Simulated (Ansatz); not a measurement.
# Is the response still linear at 0.5 V/Å? HfSi2P4 bilayer, AB

The dipole of a slab grows in proportion to a weak field along its normal. Does the weak-field slope carry to a strong field?

Set-up. Ansatz 0.2.0, plane waves with PAW datasets (its set soft_2), PBE-D3(BJ); atoms held at their relaxed places, 18 Å of vacuum, dipole correction, cell area 11.14 Å², 18×18 k-points, smearing 0.02585 eV. Without field the slab has no gap over 0.05 eV.

| run | field (V/Å) | dipole (e·Å) |
| --- | --- | --- |
| run 1 | −0.10 | −0.14513 |
| run 2 | 0.00 | 0.00031 |
| run 3 | 0.10 | 0.14576 |
| run 4 | 0.50 | ? |

Q: Estimate the withheld value from the rows shown.

A least-squares line through the 3 rows shown has slope 1.454450 and intercept 0.000313; no row lies more than 0.00001 e·Å off it. A perfect conductor with that slope would be 180.95 × 1.45445 / 11.14 = 23.63 Å thick. At 0.50 it gives 1.454450 × 0.50 + 0.000313 = 0.72754 e·Å, beyond the rows fitted. Rounding and scatter of the rows alone allow about ±0.00002 e·Å there.

The run itself gives 0.72767 e·Å: a miss of +0.00013 e·Å. That is under 1 % of the induced dipole, so the response is still linear.

Caveats: Ions are held, so this is the electronic response. Of the series that stay linear within 1 %, this collection keeps about one in seven, and it keeps all that bend. With a small gap or none the response hangs on mesh and smearing, which were not varied here. Spin-orbit coupling is left out, which changes the bands of elements this heavy.
